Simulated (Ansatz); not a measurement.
In doubt: masses and optical values from hybrid runs of this build are listed as unsure, which bears on the screening that GW takes from such a start.

Rows from a G0W0 calculation on ZnSnN2 (Pna2_1) (Ansatz 0.2.0; G0W0 on PBE0, plane waves, PAW; PAW set soft_1; 2×2×2 mesh, 490 empty bands, screening to 100 eV, PAW set soft_1 files), in eV. Spin-orbit coupling is left out.

| row | Σx | Σc | Vxc | Z |
| --- | --- | --- | --- | --- |
| A | -24.81 | 3.15 | -22.20 | 0.77 |
| B | -24.84 | 3.18 | -22.20 | 0.77 |
| C | -24.55 | 3.16 | -21.92 | 0.77 |
| D | -10.84 | -4.21 | -15.20 | 0.79 |
| E | -10.67 | -3.47 | -14.20 | 0.80 |
| F | -10.16 | -4.09 | -14.32 | 0.80 |

Q: Which rows are filled states and which are empty ones, and how can one tell?

Filled: A, B and C. Empty: D, E and F. The sign of Σc tells: for a filled state bare exchange, which holds its interaction with itself, lies below Vxc (Σx − Vxc is -2.6 eV or lower here) and screening gives part back as a positive Σc. For an empty state Σx lies above Vxc (+3.5 eV or more) and the Coulomb hole leaves Σc negative.

[Runs of the session that timed out or met a known fault of the program may be left out.]

[Cells called generated may have been cut or substituted from an entry of the Crystallography Open Database or the Materials Project.]

[Hosts, paths, dates, database ids (printed as entryN), source tags and the programs' standing remarks are cut or masked in the printed files.]
